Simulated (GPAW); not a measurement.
# Near-edge structure at the Rh L₃ edge of YRh (Pm-3m)

What does one-electron theory with a core hole give for the Rh L₃ edge of YRh (Pm-3m)?

Calculated with GPAW 26.7.0; X-ray absorption from dipole matrix elements to empty bands, plane-wave PAW LDA.

Report form: the programs' logs are mostly left out.

### 1. Starting point

Symmetry: Pm-3m, No. 221, cubic system. The conventional cell has a = 3.407 Å, b = 3.407 Å, c = 3.407 Å, α = 90.00°, β = 90.00°, γ = 90.00°. Nearest to Rh lie 8 Y at 2.95 Å. Nearest to Y lie 8 Rh at 2.95 Å. Farther neighbours are not listed.

Structure file:

```xyz
2
Lattice="3.4070 0.0000 0.0000 0.0000 3.4070 0.0000 0.0000 0.0000 3.4070" Properties=species:S:1:pos:R:3 pbc="T T T"
Rh    0.0000    0.0000    0.0000
Y     1.7035    1.7035    1.7035
```

### 2. The field without a hole

A plain self-consistent run shows whether there is a gap, which decides the set-up of the core-hole run.

scf.py

```python
import numpy as np
from ase import Atoms
from ase.parallel import parprint, paropen
from gpaw import GPAW, PW, FermiDirac, Mixer, MixerDif, setup_paths
from gpaw.test import gen
setup_paths.insert(0, '.')
gen('Rh', name='nch2p', xcname='LDA', corehole=(2, 1, 0), write_xml=True)
from gpaw.mpi import world
world.barrier()

atoms = Atoms('RhY',
    cell=[[3.407, 0, 0],
     [0, 3.407, 0],
     [0, 0, 3.407]],
    scaled_positions=[[0, 0, 0],
     [0.5, 0.5, 0.5]],
    pbc=True)
atoms.calc = calc = GPAW(legacy_gpaw=True, mode=PW(430, force_complex_dtype=True), xc='LDA', setups={0: 'nch2p'},
    kpts={'size': (7, 7, 7), 'gamma': True}, occupations=FermiDirac(0.05),
    charge=0, mixer=Mixer(0.1, 5, 50), maxiter=150,
    convergence={'density': 0.0001, 'eigenstates': 1e-6}, txt='scf.txt')
energy = atoms.get_potential_energy() + calc.get_reference_energy()
ef = calc.get_fermi_level()
out = dict(energy=energy, fermi=ef, forces=atoms.get_forces().tolist())
parprint(f'all-electron energy {energy:.4f} eV, Fermi level {ef:.4f} eV')
ev = np.array([[calc.get_eigenvalues(k, s) for k in range(len(calc.get_ibz_k_points()))] for s in range(calc.get_number_of_spins())])
out['homo'], out['lumo'], out['counts'] = ev[ev < ef].max(), ev[ev > ef].min(), sorted(set((ev < ef).sum((0, 2)).tolist()))
out['filled'] = (ev[:, 0] < ef).sum(1).tolist()
import json
with paropen('out.json', 'w') as f:
    json.dump(out, f)
```

Launch:

```bash
$ OMP_NUM_THREADS=1 mpirun -n 4 gpaw python scf.py
```

The job ended after 11 s (4 MPI ranks of Intel Xeon Platinum 8488C (Sapphire Rapids), shared host; peak memory 0.15 GiB).

The mesh shows a gap of only 0.04 eV, so the system is treated as a metal and the core electron is put at the Fermi level (neutral cell).

### 3. Spectrum without a core hole, Rh atom 1

This cheap baseline ignores the attraction of the hole: it shows the absorber's empty states as they are in the ground state. The data set with a hole of occupation 0 only carries the core orbital.

The absorber has 8 Y at 2.95 Å and 6 Rh at 3.41 Å (cube and octahedron, as in bcc, site symmetry m-3m).

xas.py

```python
import numpy as np
from ase import Atoms
from ase.parallel import parprint, paropen
from gpaw import GPAW, PW, FermiDirac, Mixer, MixerDif, setup_paths
from gpaw.test import gen
setup_paths.insert(0, '.')
gen('Rh', name='nch2p', xcname='LDA', corehole=(2, 1, 0), write_xml=True)
from gpaw.mpi import world
world.barrier()

atoms = Atoms('RhY',
    cell=[[3.407, 0, 0],
     [0, 3.407, 0],
     [0, 0, 3.407]],
    scaled_positions=[[0, 0, 0],
     [0.5, 0.5, 0.5]],
    pbc=True)
atoms.calc = calc = GPAW(legacy_gpaw=True, mode=PW(430, force_complex_dtype=True), xc='LDA', setups={0: 'nch2p'},
    kpts={'size': (10, 10, 10), 'gamma': True}, occupations=FermiDirac(0.1),
    charge=0, mixer=Mixer(0.1, 5, 50), maxiter=150,
    convergence={'density': 0.0001, 'eigenstates': 1e-6}, txt='scf.txt')
energy = atoms.get_potential_energy() + calc.get_reference_energy()
ef = calc.get_fermi_level()
out = dict(energy=energy, fermi=ef, forces=atoms.get_forces().tolist())
parprint(f'all-electron energy {energy:.4f} eV, Fermi level {ef:.4f} eV')
ev = np.array([[calc.get_eigenvalues(k, s) for k in range(len(calc.get_ibz_k_points()))] for s in range(calc.get_number_of_spins())])
out['homo'], out['lumo'], out['counts'] = ev[ev < ef].max(), ev[ev > ef].min(), sorted(set((ev < ef).sum((0, 2)).tolist()))
out['filled'] = (ev[:, 0] < ef).sum(1).tolist()

from ase.units import Ha
from gpaw.xas import dipole_matrix_elements
nb = int(calc.get_number_of_electrons() / 2) + 37
top = nb
nscf = calc.fixed_density(kpts={'size': (8, 8, 8), 'gamma': True},
    convergence={'eigenstates': 1.0}, txt='nscf.txt')
nscf.diagonalize_full_hamiltonian(nbands=nb)
cell = atoms.cell.array
ops = [cell.T @ U.T @ np.linalg.inv(cell.T) for U in nscf.wfs.kd.symmetry.op_scc]
E = np.arange(-25, 34, 0.1)
fwhm = np.interp(E, [4, 25], [2.13, 3.5])
Y, X, zero, highest = 0, 0, 1e9, 1e9
for spin in range(nscf.get_number_of_spins()):
    wfs = nscf.wfs
    mine = wfs.bd.get_slice()  # this rank's bands
    A = dipole_matrix_elements(wfs.setups[0])
    eps = np.zeros((wfs.kd.nibzkpts, nb))
    d = np.zeros((3, A.shape[1], wfs.kd.nibzkpts, nb), complex)
    for kpt in wfs.kpt_u:
        if kpt.s == spin and 0 in kpt.P_ani:
            eps[kpt.k, mine] = kpt.eps_n * Ha
            d[:, :, kpt.k, mine] = (kpt.weight * wfs.nspins / 2) ** 0.5 * np.inner(A, kpt.P_ani[0])
    world.sum(eps)
    world.sum(d)
    T = np.einsum('amkn,bmkn->abkn', d, d.conj()).real
    T = sum(np.einsum('ai,ijkn,bj->abkn', R, T, R) for R in ops) / len(ops)
    empty = eps > ef
    zero, highest = min(zero, eps[empty].min()), min(highest, eps[:, top - 1].min())
    lines = [(eps, T, empty)] if spin == 0 else lines + [(eps, T, empty)]
for eps, T, empty in lines:
    f = np.einsum('aakn->akn', T).reshape(3, -1)
    x = eps.ravel() - zero
    w = np.interp(x, E, fwhm) / 2.35482
    g = np.exp(-0.5 * ((E[:, None] - x) / w) ** 2) / (w * (2 * np.pi) ** 0.5)
    Y = Y + (f * empty.ravel()) @ g.T
    X = X + (f * ~empty.ravel()) @ g.T
out.update(E=E.round(2).tolist(), xas=Y.tolist(), xes=X.tolist(), zero=zero, valid=highest - zero, nk=len(eps), nb=nb)
for i in range(0, len(E), 10):
    parprint(f'{E[i]:7.2f}', *(f'{v:10.3e}' for v in Y[:, i]))
import json
with paropen('out.json', 'w') as f:
    json.dump(out, f)
```

Launch:

```bash
$ OMP_NUM_THREADS=1 mpirun -n 4 gpaw python xas.py
```

It took 18 s on 4 MPI ranks; peak memory 0.27 GiB.

The Rh L₃ spectrum, Rh atom 1, no core hole (energy from the lowest empty level; intensity scaled to a mean of 1 over the first 20 eV):

| E (eV) | intensity |
| --- | --- |
| -2.0 | 0.05 |
| -1.5 | 0.18 |
| -1.0 | 0.44 |
| -0.5 | 0.85 |
| 0.0 | 1.36 |
| 0.5 | 1.83 |
| 1.0 | 2.18 |
| 1.5 | 2.31 |
| 2.0 | 2.21 |
| 2.5 | 1.91 |
| 3.0 | 1.55 |
| 3.5 | 1.30 |
| 4.0 | 1.22 |
| 4.5 | 1.27 |
| 5.0 | 1.29 |
| 5.5 | 1.18 |
| 6.0 | 0.95 |
| 6.5 | 0.69 |
| 7.0 | 0.52 |
| 7.5 | 0.45 |
| 8.0 | 0.43 |
| 8.5 | 0.45 |
| 9.0 | 0.48 |
| 9.5 | 0.55 |
| 10.0 | 0.65 |
| 10.5 | 0.75 |
| 11.0 | 0.86 |
| 11.5 | 0.96 |
| 12.0 | 1.04 |
| 12.5 | 1.08 |
| 13.0 | 1.09 |
| 13.5 | 1.05 |
| 14.0 | 0.96 |
| 14.5 | 0.86 |
| 15.0 | 0.75 |
| 15.5 | 0.66 |
| 16.0 | 0.61 |
| 16.5 | 0.61 |
| 17.0 | 0.64 |
| 17.5 | 0.67 |
| 18.0 | 0.71 |
| 18.5 | 0.73 |
| 19.0 | 0.73 |
| 19.5 | 0.74 |
| 20.0 | 0.75 |
| 20.5 | 0.77 |
| 21.0 | 0.78 |
| 21.5 | 0.79 |
| 22.0 | 0.79 |
| 22.5 | 0.77 |
| 23.0 | 0.75 |
| 23.5 | 0.73 |
| 24.0 | 0.71 |
| 24.5 | 0.69 |
| 25.0 | 0.68 |
| 25.5 | 0.67 |
| 26.0 | 0.66 |
| 26.5 | 0.65 |
| 27.0 | 0.65 |
| 27.5 | 0.67 |
| 28.0 | 0.69 |
| 28.5 | 0.73 |
| 29.0 | 0.76 |
| 29.5 | 0.78 |
| 30.0 | 0.78 |
| 30.5 | 0.77 |
| 31.0 | 0.74 |
| 31.5 | 0.72 |
| 32.0 | 0.71 |

Main maxima below 30 eV (height): 1.6 eV (2.32), 4.8 eV (1.30), 12.8 eV (1.09), 21.6 eV (0.79) and 29.8 eV (0.78). At an L edge the dipole rule selects empty d (and weakly s) states on the absorber, and the strong line at the onset measures the empty part of its d band.

The same matrix elements for filled bands give the Rh L₃ emission of Rh atom 1 (ground-state approximation; energy from the lowest empty level, largest value 1):

| E (eV) | emission |
| --- | --- |
| -24.00 | 0.00 |
| -23.25 | 0.00 |
| -22.50 | 0.00 |
| -21.75 | 0.00 |
| -21.00 | 0.00 |
| -20.25 | 0.00 |
| -19.50 | 0.00 |
| -18.75 | 0.00 |
| -18.00 | 0.00 |
| -17.25 | 0.00 |
| -16.50 | 0.00 |
| -15.75 | 0.00 |
| -15.00 | 0.00 |
| -14.25 | 0.00 |
| -13.50 | 0.00 |
| -12.75 | 0.00 |
| -12.00 | 0.00 |
| -11.25 | 0.00 |
| -10.50 | 0.00 |
| -9.75 | 0.00 |
| -9.00 | 0.00 |
| -8.25 | 0.00 |
| -7.50 | 0.00 |
| -6.75 | 0.00 |
| -6.00 | 0.00 |
| -5.25 | 0.03 |
| -4.50 | 0.15 |
| -3.75 | 0.43 |
| -3.00 | 0.79 |
| -2.25 | 1.00 |
| -1.50 | 0.83 |
| -0.75 | 0.46 |
| 0.00 | 0.17 |
| 0.75 | 0.05 |
| 1.50 | 0.01 |
| 2.25 | 0.00 |
| 3.00 | 0.00 |

Emission maxima: -2.2 eV (1.00).

### 4. Reference energy of the supercell

The photon energy needs a difference of total energies, so the cell and mesh of the coming hole run are first run without a hole.

scf.py, as its differences from that of step 2:

```diff
@@ -10,11 +10,17 @@
 
-atoms = Atoms('RhY',
-    cell=[[3.407, 0, 0],
-     [0, 3.407, 0],
-     [0, 0, 3.407]],
+atoms = Atoms('Rh4Y4',
+    cell=[[3.407, 3.407, 3.407],
+     [-3.407, 3.407, -3.407],
+     [-3.407, -3.407, 3.407]],
     scaled_positions=[[0, 0, 0],
-     [0.5, 0.5, 0.5]],
+     [0, 0.5, 0.5],
+     [0.5, 0, 0.5],
+     [0.5, 0.5, 0],
+     [0.5, 0, 0],
+     [0.5, 0.5, 0.5],
+     [0, 0, 0.5],
+     [0, 0.5, 0]],
     pbc=True)
 atoms.calc = calc = GPAW(legacy_gpaw=True, mode=PW(430, force_complex_dtype=True), xc='LDA', setups={0: 'nch2p'},
-    kpts={'size': (7, 7, 7), 'gamma': True}, occupations=FermiDirac(0.05),
+    kpts={'size': (5, 5, 5), 'gamma': True}, occupations=FermiDirac(0.1),
     charge=0, mixer=Mixer(0.1, 5, 50), maxiter=150,
```

Launch:

```bash
$ OMP_NUM_THREADS=1 mpirun -n 4 gpaw python scf.py
```

Run time: 19 s. Hardware: 4 MPI ranks; peak memory 0.23 GiB; 76 s of CPU time.

Reference energy: -888050.544 eV with the cores included.

### 5. Spectrum with XCH, Rh atom 1

The holes are 5.9 Å apart. In GPAW the data set carries the hole's charge, so charge=0 means a charged cell and charge=-1 a neutral one. The excited electron is kept in the cell, where it fills the lowest empty states and screens the hole. After the field has converged, empty bands are computed with the density fixed and the dipole matrix elements are summed.

xas.py, as its differences from that of step 3:

```diff
@@ -6,3 +6,3 @@
 setup_paths.insert(0, '.')
-gen('Rh', name='nch2p', xcname='LDA', corehole=(2, 1, 0), write_xml=True)
+gen('Rh', name='fch2p', xcname='LDA', corehole=(2, 1, 1), write_xml=True)
 from gpaw.mpi import world
@@ -10,12 +10,18 @@
 
-atoms = Atoms('RhY',
-    cell=[[3.407, 0, 0],
-     [0, 3.407, 0],
-     [0, 0, 3.407]],
+atoms = Atoms('Rh4Y4',
+    cell=[[3.407, 3.407, 3.407],
+     [-3.407, 3.407, -3.407],
+     [-3.407, -3.407, 3.407]],
     scaled_positions=[[0, 0, 0],
-     [0.5, 0.5, 0.5]],
+     [0, 0.5, 0.5],
+     [0.5, 0, 0.5],
+     [0.5, 0.5, 0],
+     [0.5, 0, 0],
+     [0.5, 0.5, 0.5],
+     [0, 0, 0.5],
+     [0, 0.5, 0]],
     pbc=True)
-atoms.calc = calc = GPAW(legacy_gpaw=True, mode=PW(430, force_complex_dtype=True), xc='LDA', setups={0: 'nch2p'},
-    kpts={'size': (10, 10, 10), 'gamma': True}, occupations=FermiDirac(0.1),
-    charge=0, mixer=Mixer(0.1, 5, 50), maxiter=150,
+atoms.calc = calc = GPAW(legacy_gpaw=True, mode=PW(430, force_complex_dtype=True), xc='LDA', setups={0: 'fch2p'},
+    kpts={'size': (5, 5, 5), 'gamma': True}, occupations=FermiDirac(0.1),
+    charge=-1, mixer=Mixer(0.1, 5, 50), maxiter=150,
     convergence={'density': 0.0001, 'eigenstates': 1e-6}, txt='scf.txt')
@@ -31,10 +37,9 @@
 from gpaw.xas import dipole_matrix_elements
-nb = int(calc.get_number_of_electrons() / 2) + 37
-top = nb
-nscf = calc.fixed_density(kpts={'size': (8, 8, 8), 'gamma': True},
-    convergence={'eigenstates': 1.0}, txt='nscf.txt')
-nscf.diagonalize_full_hamiltonian(nbands=nb)
+nb = int(calc.get_number_of_electrons() / 2) + 137
+top, nb = nb, nb + 8 + nb // 12
+nscf = calc.fixed_density(kpts={'size': (6, 6, 6), 'gamma': True}, nbands=nb,
+    convergence={'bands': top, 'eigenstates': 5e-3}, maxiter=60, txt='nscf.txt')
 cell = atoms.cell.array
 ops = [cell.T @ U.T @ np.linalg.inv(cell.T) for U in nscf.wfs.kd.symmetry.op_scc]
-E = np.arange(-25, 34, 0.1)
+E = np.arange(-6, 34, 0.1)
 fwhm = np.interp(E, [4, 25], [2.13, 3.5])
```

Launch:

```bash
$ OMP_NUM_THREADS=1 mpirun -n 4 gpaw python xas.py
```

Wall time 61 s (4 MPI ranks); peak memory 0.37 GiB.

The Rh L₃ spectrum, Rh atom 1, excited-electron core hole (neutral cell) (energy from the lowest empty level; intensity scaled to a mean of 1 over the first 20 eV):

| E (eV) | intensity |
| --- | --- |
| -2.0 | 0.02 |
| -1.4 | 0.10 |
| -0.8 | 0.35 |
| -0.2 | 0.80 |
| 0.4 | 1.34 |
| 1.0 | 1.70 |
| 1.6 | 1.73 |
| 2.2 | 1.54 |
| 2.8 | 1.34 |
| 3.4 | 1.29 |
| 4.0 | 1.37 |
| 4.6 | 1.39 |
| 5.2 | 1.18 |
| 5.8 | 0.84 |
| 6.4 | 0.58 |
| 7.0 | 0.47 |
| 7.6 | 0.46 |
| 8.2 | 0.50 |
| 8.8 | 0.56 |
| 9.4 | 0.66 |
| 10.0 | 0.80 |
| 10.6 | 0.95 |
| 11.2 | 1.11 |
| 11.8 | 1.24 |
| 12.4 | 1.29 |
| 13.0 | 1.25 |
| 13.6 | 1.13 |
| 14.2 | 0.99 |
| 14.8 | 0.85 |
| 15.4 | 0.75 |
| 16.0 | 0.71 |
| 16.6 | 0.74 |
| 17.2 | 0.80 |
| 17.8 | 0.85 |
| 18.4 | 0.87 |
| 19.0 | 0.88 |
| 19.6 | 0.89 |
| 20.2 | 0.90 |
| 20.8 | 0.92 |
| 21.4 | 0.94 |
| 22.0 | 0.93 |
| 22.6 | 0.90 |
| 23.2 | 0.87 |
| 23.8 | 0.85 |
| 24.4 | 0.83 |
| 25.0 | 0.81 |
| 25.6 | 0.79 |
| 26.2 | 0.78 |
| 26.8 | 0.79 |
| 27.4 | 0.82 |
| 28.0 | 0.86 |
| 28.6 | 0.90 |
| 29.2 | 0.92 |
| 29.8 | 0.91 |
| 30.4 | 0.88 |
| 31.0 | 0.84 |
| 31.6 | 0.82 |

Main maxima below 30 eV (height): 1.4 eV (1.76), 4.4 eV (1.40), 12.4 eV (1.29), 21.4 eV (0.94) and 29.2 eV (0.92). 

### 6. Spectrum with FCH, Rh atom 1

The holes are 5.9 Å apart. In GPAW the data set carries the hole's charge, so charge=0 means a charged cell and charge=-1 a neutral one. The excited electron is left out and a uniform background balances the charge. After the field has converged, empty bands are computed with the density fixed and the dipole matrix elements are summed.

Changed against the first core-hole run: core hole to FCH.

xas.py, as its differences from that of step 5:

```diff
@@ -25,3 +25,3 @@
     kpts={'size': (5, 5, 5), 'gamma': True}, occupations=FermiDirac(0.1),
-    charge=-1, mixer=Mixer(0.1, 5, 50), maxiter=150,
+    charge=0, mixer=Mixer(0.1, 5, 50), maxiter=150,
     convergence={'density': 0.0001, 'eigenstates': 1e-6}, txt='scf.txt')
```

Run time: 60 s. Hardware: 4 MPI ranks; peak memory 0.36 GiB.

| E (eV) | first run | this run |
| --- | --- | --- |
| -2.0 | 0.02 | 0.02 |
| -1.0 | 0.24 | 0.25 |
| 0.0 | 0.98 | 0.98 |
| 1.0 | 1.70 | 1.70 |
| 2.0 | 1.61 | 1.68 |
| 3.0 | 1.30 | 1.32 |
| 4.0 | 1.37 | 1.32 |
| 5.0 | 1.28 | 1.32 |
| 6.0 | 0.74 | 0.83 |
| 7.0 | 0.47 | 0.48 |
| 8.0 | 0.48 | 0.46 |
| 9.0 | 0.59 | 0.55 |
| 10.0 | 0.80 | 0.74 |
| 11.0 | 1.06 | 1.00 |
| 12.0 | 1.27 | 1.22 |
| 13.0 | 1.25 | 1.25 |
| 14.0 | 1.04 | 1.08 |
| 15.0 | 0.81 | 0.84 |
| 16.0 | 0.71 | 0.71 |
| 17.0 | 0.78 | 0.75 |
| 18.0 | 0.86 | 0.84 |
| 19.0 | 0.88 | 0.87 |
| 20.0 | 0.90 | 0.89 |
| 21.0 | 0.93 | 0.92 |
| 22.0 | 0.93 | 0.93 |
| 23.0 | 0.88 | 0.89 |
| 24.0 | 0.84 | 0.84 |
| 25.0 | 0.81 | 0.81 |
| 26.0 | 0.79 | 0.78 |
| 27.0 | 0.80 | 0.79 |
| 28.0 | 0.86 | 0.85 |
| 29.0 | 0.92 | 0.91 |
| 30.0 | 0.90 | 0.90 |
| 31.0 | 0.84 | 0.85 |
| 32.0 | 0.82 | 0.82 |

Against the first run the r.m.s. difference is 3 %. The highest intensity below 24 eV stays at 1.4 eV.

The photon energy of the zero moves by -0.01 eV.

### 7. Cell without a hole, the energy reference

The cell and mesh change for the next run, so it gets a reference energy of its own.

scf.py, as its differences from that of step 4:

```diff
@@ -10,17 +10,11 @@
 
-atoms = Atoms('Rh4Y4',
-    cell=[[3.407, 3.407, 3.407],
-     [-3.407, 3.407, -3.407],
-     [-3.407, -3.407, 3.407]],
+atoms = Atoms('RhY',
+    cell=[[3.407, 0, 0],
+     [0, 3.407, 0],
+     [0, 0, 3.407]],
     scaled_positions=[[0, 0, 0],
-     [0, 0.5, 0.5],
-     [0.5, 0, 0.5],
-     [0.5, 0.5, 0],
-     [0.5, 0, 0],
-     [0.5, 0.5, 0.5],
-     [0, 0, 0.5],
-     [0, 0.5, 0]],
+     [0.5, 0.5, 0.5]],
     pbc=True)
 atoms.calc = calc = GPAW(legacy_gpaw=True, mode=PW(430, force_complex_dtype=True), xc='LDA', setups={0: 'nch2p'},
-    kpts={'size': (5, 5, 5), 'gamma': True}, occupations=FermiDirac(0.1),
+    kpts={'size': (7, 7, 7), 'gamma': True}, occupations=FermiDirac(0.1),
     charge=0, mixer=Mixer(0.1, 5, 50), maxiter=150,
```

Launch:

```bash
$ OMP_NUM_THREADS=1 mpirun -n 4 gpaw python scf.py
```

Wall time 6.8 s (4 MPI ranks); peak memory 0.17 GiB; 26 s of CPU time.

(Part 1 of 2 ends here.)

[Logs are printed without paths, hosts, clocks, repeated set-up lines and the standing remarks that a program may print on its own settings, such as how far it seeks lower states.]

[Hosts, paths, dates, database ids (printed as entryN), source tags and the programs' standing remarks are cut or masked in the printed files.]

[Lists of maxima count a maximum above −3 eV only where it reaches 4 % of the highest in the window and stands out from its surroundings by 2 % of it (1.5 % where it reaches 55 %); shoulders and weaker maxima are passed over, and of the rest the first, up to two pre-edge ones and the few strongest are named.]
